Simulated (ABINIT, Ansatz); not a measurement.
**Quasiparticle gap of K2MgH4 (I4/mmm) in ABINIT**

Aim: the G0W0 gap of K2MgH4 (I4/mmm) on LDA, step by step.

Main program and level: ABINIT 10.8.3; LDA and many-body steps on it, plane waves.

This is a report of a sequence of runs, with most program output left out.

### Step 1. Set-up

It takes space group I4/mmm (No. 139, tetragonal). The conventional cell has a = 4.036 Å, b = 4.036 Å, c = 13.592 Å, α = 90.00°, β = 90.00°, γ = 90.00°. Nearest to K lie 9 H at 2.77 to 2.86 Å. Nearest to Mg lie 6 H at 2.00 to 2.02 Å. H has 1 Mg at 2.00 Å and 5 K at 2.77 to 2.85 Å and 4 H at 2.84 Å nearest. H has 2 Mg at 2.02 Å and 8 H at 2.84 to 2.85 Å and 4 K at 2.86 Å nearest. Farther neighbours are not listed.

The cell and positions come from the Crystallography Open Database and are kept as given unless a step says otherwise.

### Step 2. Ground state

This step: ABINIT 10.8.3; DFT, LDA, plane waves, norm-conserving pseudopotentials.

The ground-state density comes first.

File run.abi:

```
acell 3*1.0 Angstrom
rprim 
  -2.018050000000 2.018050000000 6.796050000000
  2.018050000000 -2.018050000000 6.796050000000
  2.018050000000 2.018050000000 -6.796050000000
ntypat 3
znucl 19 12 1
natom 7
typat 1 1 2 3 3 3 3
xred 
  0.351300000000 0.351300000000 0.000000000000
  0.648700000000 0.648700000000 0.000000000000
  0.000000000000 0.000000000000 0.000000000000
  0.147200000000 0.147200000000 0.000000000000
  0.852800000000 0.852800000000 0.000000000000
  0.500000000000 0.000000000000 0.500000000000
  0.000000000000 0.500000000000 0.500000000000
pp_dirpath "pseudos"
pseudos "K.upf, Mg.upf, H.upf"
ecut 38
ngkpt 8 8 8
nshiftk 1
shiftk 0 0 0
kptopt 1
chksymbreak 0
nband 23
occopt 1
tolvrs 1e-10
nstep 60
prtwf 0
optforces 0
optstress 0
indata_prefix "in"
outdata_prefix "out"
tmpdata_prefix "tmp"
```

Launch:

```console
$ OMP_NUM_THREADS=1 mpirun -n 4 abinit run.abi > log
```

Run time: 4.7 min. Hardware: 4 MPI ranks of Arm Neoverse V1, shared host; peak memory 0.94 GiB.

Numbers from this step:

| Property | Result |
| --- | --- |
| total energy | -3306.0089 eV |
| gap | 2.994 eV |
| k of the valence top | 0, 0, 0 |
| k of the conduction bottom | -0.25, 0.25, 0 |
| least direct gap | 3.375 eV |

The gap is indirect, with the least direct gap 0.38 eV higher.

### Step 3. Bands along the symmetry lines

The cheap functional maps the bands first; the places of the edges decide which points the dearer methods must see.

Edit run.abi of step 2 so:

```diff
@@ -20,14 +20,54 @@
 ecut 38
-ngkpt 8 8 8
-nshiftk 1
-shiftk 0 0 0
-kptopt 1
-chksymbreak 0
+iscf -2
+irdden 1
+kptopt 0
+nkpt 40
+kpt 
+  0.00000000 0.00000000 0.00000000
+  0.00000000 0.00000000 0.12500000
+  0.00000000 0.00000000 0.25000000
+  0.00000000 0.00000000 0.37500000
+  0.00000000 0.00000000 0.50000000
+  0.06250000 0.06250000 0.43750000
+  0.12500000 0.12500000 0.37500000
+  0.18750000 0.18750000 0.31250000
+  0.25000000 0.25000000 0.25000000
+  0.18750000 0.31250000 0.18750000
+  0.12500000 0.37500000 0.12500000
+  0.06250000 0.43750000 0.06250000
+  0.00000000 0.50000000 0.00000000
+  0.00000000 0.37500000 0.00000000
+  0.00000000 0.25000000 0.00000000
+  0.00000000 0.12500000 0.00000000
+  0.00000000 0.00000000 0.00000000
+  0.12500000 0.12500000 -0.12500000
+  0.25000000 0.25000000 -0.25000000
+  0.37500000 0.37500000 -0.37500000
+  0.50000000 0.50000000 -0.50000000
+  0.44301101 0.55698899 -0.44301101
+  0.38602201 0.61397799 -0.38602201
+  0.32903301 0.67096698 -0.32903301
+  0.27204402 0.72795598 -0.27204402
+  -0.27204402 0.27204402 0.27204402
+  -0.20403301 0.20403301 0.20403301
+  -0.13602201 0.13602201 0.13602201
+  -0.06801101 0.06801101 0.06801101
+  0.00000000 0.00000000 0.00000000
+  -0.00000000 0.00000000 0.50000000
+  -0.01102201 0.01102201 0.50000000
+  -0.02204402 0.02204402 0.50000000
+  -0.03306602 0.03306602 0.50000000
+  -0.04408803 0.04408803 0.50000000
+  0.50000000 0.50000000 -0.04408803
+  0.50000000 0.50000000 -0.15806602
+  0.50000000 0.50000000 -0.27204401
+  0.50000000 0.50000000 -0.38602201
+  0.50000000 0.50000000 -0.50000000
+istwfk *1
 nband 23
-occopt 1
-tolvrs 1e-10
-nstep 60
+nbdbuf 2
+tolwfr 1e-08
+nstep 40
 prtwf 0
-optforces 0
-optstress 0
+prtvol 0
 indata_prefix "in"
```

Elapsed: 84 s, on 4 MPI ranks; peak memory 0.56 GiB.

This step gave:

- gap: 2.994 eV
- k of the valence top: 0, 0, 0
- k of the conduction bottom: 0, 0, 0.25
- least direct gap: 3.415 eV

The gap is 2.994 eV, as in the run before at this level.

Electronic bands along the path, in eV, zero at the top of the highest filled band:

| point | band 13 | band 14 | band 15 | band 16 | band 17 | band 18 | band 19 | band 20 |
| --- | --- | --- | --- | --- | --- | --- | --- | --- |
| Γ | -4.84 | -1.83 | -0.88 | 0.00 | 4.83 | 5.05 | 5.44 | 5.44 |
| halfway | -3.85 | -1.35 | -1.11 | -0.68 | 2.99 | 4.73 | 4.90 | 6.05 |
| X | -2.00 | -1.82 | -1.82 | -1.40 | 3.77 | 4.55 | 4.57 | 4.65 |
| halfway | -2.00 | -1.82 | -1.82 | -1.40 | 3.87 | 4.48 | 4.55 | 4.57 |
| P | -2.00 | -1.82 | -1.82 | -1.40 | 4.12 | 4.18 | 4.56 | 4.56 |
| halfway | -2.90 | -2.05 | -1.31 | -0.73 | 3.66 | 4.16 | 5.00 | 5.28 |
| N | -3.27 | -2.25 | -1.23 | -0.21 | 3.34 | 4.00 | 5.72 | 5.93 |
| halfway | -4.29 | -1.59 | -0.92 | -0.51 | 4.09 | 4.27 | 5.57 | 6.18 |
| Γ | -4.84 | -1.83 | -0.88 | 0.00 | 4.83 | 5.05 | 5.44 | 5.44 |
| halfway | -4.72 | -2.21 | -0.64 | -0.01 | 4.76 | 5.32 | 5.45 | 5.45 |
| M | -4.59 | -2.52 | -0.49 | -0.02 | 4.77 | 5.45 | 5.45 | 5.89 |
| halfway | -4.20 | -2.11 | -0.86 | -0.26 | 4.34 | 5.03 | 5.71 | 5.79 |
| S | -3.31 | -2.18 | -1.35 | -0.16 | 3.26 | 4.30 | 5.61 | 5.75 |
| jump to S0 | -3.31 | -2.18 | -1.35 | -0.16 | 3.26 | 4.30 | 5.61 | 5.75 |
| halfway | -4.22 | -1.44 | -1.04 | -0.55 | 4.03 | 4.09 | 5.55 | 6.16 |
| Γ | -4.84 | -1.83 | -0.88 | 0.00 | 4.83 | 5.05 | 5.44 | 5.44 |
| jump to X | -2.00 | -1.82 | -1.82 | -1.40 | 3.77 | 4.55 | 4.57 | 4.65 |
| halfway | -2.08 | -1.82 | -1.76 | -1.40 | 3.80 | 4.53 | 4.57 | 4.65 |
| R | -2.21 | -1.80 | -1.65 | -1.40 | 3.88 | 4.49 | 4.58 | 4.66 |
| jump to G | -2.21 | -1.80 | -1.65 | -1.40 | 3.88 | 4.49 | 4.58 | 4.66 |
| halfway | -3.83 | -1.84 | -0.99 | -0.60 | 4.24 | 4.64 | 4.99 | 5.88 |
| M | -4.59 | -2.52 | -0.49 | -0.02 | 4.77 | 5.45 | 5.45 | 5.89 |

### Step 4. Empty states on the mesh, 4×4×4 mesh, 293 bands

The sums over transitions need many empty states on a uniform mesh; this step solves for them.

File run.abi:

```
acell 3*1.0 Angstrom
rprim 
  -2.018050000000 2.018050000000 6.796050000000
  2.018050000000 -2.018050000000 6.796050000000
  2.018050000000 2.018050000000 -6.796050000000
ntypat 3
znucl 19 12 1
natom 7
typat 1 1 2 3 3 3 3
xred 
  0.351300000000 0.351300000000 0.000000000000
  0.648700000000 0.648700000000 0.000000000000
  0.000000000000 0.000000000000 0.000000000000
  0.147200000000 0.147200000000 0.000000000000
  0.852800000000 0.852800000000 0.000000000000
  0.500000000000 0.000000000000 0.500000000000
  0.000000000000 0.500000000000 0.500000000000
pp_dirpath "pseudos"
pseudos "K.upf, Mg.upf, H.upf"
ecut 38
ngkpt 4 4 4
nshiftk 1
shiftk 0 0 0
kptopt 1
chksymbreak 0
iscf -2
irdden 1
istwfk *1
nband 293
nbdbuf 26
tolwfr 1e-09
nstep 60
prtvol 0
indata_prefix "in"
outdata_prefix "out"
tmpdata_prefix "tmp"
```

Wall time 11 min (4 MPI ranks); peak memory 0.95 GiB.

Numbers from this step:

| Quantity | Value |
| --- | --- |
| gap | 2.994 eV |
| k of the valence top | 0, 0, 0 |
| k of the conduction bottom | -0.25, 0.25, 0 |
| least direct gap | 3.375 eV |
| k points computed | 13 |
| lowest point of the top converged band, above the valence top | 91.3843 eV |

On this mesh the gap is 2.994 eV.

### Step 5. Screening, 4×4×4 mesh, 118 bands, screening to 141.5 eV

The RPA dielectric matrix is built and inverted for each q.

This step: RPA screening on LDA, plane waves, norm-conserving pseudopotentials.

Edit run.abi of step 4 so:

```diff
@@ -25,10 +25,11 @@
 chksymbreak 0
-iscf -2
-irdden 1
 istwfk *1
-nband 293
-nbdbuf 26
-tolwfr 1e-09
-nstep 60
-prtvol 0
+occopt 1
+irdwfk 1
+optdriver 3
+nband 118
+ecuteps 5.2
+inclvkb 2
+awtr 1
+symchi 1
 indata_prefix "in"
```

Elapsed: 21 min, on 4 MPI ranks; peak memory 14 GiB.

This step gave:

```
ε∞ with local fields, on this mesh, along the program's q direction : 3.209
the same without local fields                                       : 3.612
plasma frequency                                                    : 19.96 eV
plane waves in the screening matrix                                 : 409
```

Local fields lower ε∞ by 11 %.

### Step 6. Self-energy, 4×4×4 mesh, 118 bands, screening to 141.5 eV

The self-energy is evaluated for the states that the input lists, and the levels follow from it, in one-shot runs by the linearised quasiparticle equation.

This step: G0W0 on LDA, plane waves, norm-conserving pseudopotentials.

Edit run.abi of step 5 so:

```diff
@@ -28,8 +28,19 @@
 irdwfk 1
-optdriver 3
+optdriver 4
 nband 118
+gwcalctyp 0
+ecutsigx 38
+symsigma 1
+nkptgw 3
+kptgw 
+  0.0000000000 0.0000000000 0.0000000000
+  -0.2500000000 0.2500000000 0.0000000000
+  -0.2500000000 0.2500000000 0.2500000000
+bdgw 
+  15 18
+  15 18
+  15 18
 ecuteps 5.2
-inclvkb 2
-awtr 1
-symchi 1
+irdscr 1
+ppmodel 1
 indata_prefix "in"
```

It took 1.7 min on 4 MPI ranks; peak memory 11 GiB; 6.9 min of CPU time.

Numbers from this step:

* G0W0 gap on the points computed: 5.241 eV
* starting gap on the mesh: 2.994 eV
* k of the valence top: 0, 0, 0
* k of the conduction bottom: -0.25, 0.25, 0
* Z at the valence top: 0.783
* Z at the conduction bottom: 0.83
* least direct G0W0 gap on the computed points: 5.773 eV

The gap on the mesh goes from 2.99 eV to 5.24 eV, a correction of +2.25 eV.

Limits: finite bands, cutoff and mesh. v1 is the top filled band, c1 the lowest empty one. The levels before and after the correction (eV, zero at the valence-band top of each column):

|  | conduction bottom | valence top |
| --- | --- | --- |
| Kohn-Sham | 2.99 | 0.00 |
| G0W0 | 5.24 | 0.00 |

|  | level | energy (eV) |
| --- | --- | --- |
| Kohn-Sham | Γ v2 | -0.879 |
| Kohn-Sham | Γ v1 | 0.000 |
| Kohn-Sham | Γ c1 | 4.835 |
| Kohn-Sham | Γ c2 | 5.054 |
| Kohn-Sham | (-0.25 0.25 0) v2 | -1.106 |
| Kohn-Sham | (-0.25 0.25 0) v1 | -0.681 |
| Kohn-Sham | (-0.25 0.25 0) c1 | 2.994 |
| Kohn-Sham | (-0.25 0.25 0) c2 | 4.731 |
| G0W0 | Γ v2 | -1.072 |
| G0W0 | Γ v1 | 0.000 |
| G0W0 | Γ c1 | 7.013 |
| G0W0 | Γ c2 | 7.753 |
| G0W0 | (-0.25 0.25 0) v2 | -1.155 |
| G0W0 | (-0.25 0.25 0) v1 | -0.876 |
| G0W0 | (-0.25 0.25 0) c1 | 5.241 |
| G0W0 | (-0.25 0.25 0) c2 | 7.083 |

### Step 7. Where the time went

Times are wall times on 4 MPI ranks of Arm Neoverse V1, shared host, good to a factor of about two.

| step | time | share | memory (GiB) |
| --- | --- | --- | --- |
| ground state | 4.7 min | 12 % | 0.94 |
| bands along the symmetry lines | 84 s | 3 % | 0.56 |
| empty states on the mesh | 11 min | 28 % | 0.95 |
| screening | 21 min | 53 % | 14 |
| self-energy | 1.7 min | 4 % | 11 |

### Step 8. What came out

* LDA gap: 2.99 eV, indirect
* G0W0 gap on the mesh: 5.24 eV
* GW settings: 4×4×4 mesh, 118 bands, screening to 141.5 eV, Godby-Needs plasmon pole
* known limits: not at the basis limit

In words: G0W0 moves the gap on the mesh from 2.99 eV to 5.24 eV (+2.25 eV), with Z of 0.78 and 0.83 at the edges. Local fields lower the RPA ε∞ on this mesh from 3.61 to 3.21. Only 3 of the mesh's irreducible points were corrected, so a valley elsewhere could overtake. The dearest step here is «screening». Bands and cutoff are finite, so the gap is not at the basis limit. The miss can reach some tenths of an eV and take either sign; the mesh is an error of its own. In the G0W0 run levels were corrected at 3 k points alone, so a gap called «on the mesh» is the least over those, and an edge elsewhere would be missed.

[Paths, hosts, dates, memory and timing lines, banners, echoed tables and standing remarks are left out of the program output.]

[Logs are printed without paths, hosts, clocks, repeated set-up lines and the standing remarks that a program may print on its own settings, such as how far it seeks lower states.]

[Runs of the session that timed out or met a known fault of the program may be left out.]

[Hosts, paths, dates, database ids (printed as entryN), source tags and the programs' standing remarks are cut or masked in the printed files.]

[G0W0 gaps are taken among the corrected bands and points alone; a level outside them can change the order at an edge.]

[Where Ansatz stands beside ABINIT at settings called matched, ABINIT's density can come from a denser mesh and the files from another edition; pairs whose starting gaps differed by over 0.03 eV were left out, so agreement reads better than it is.]
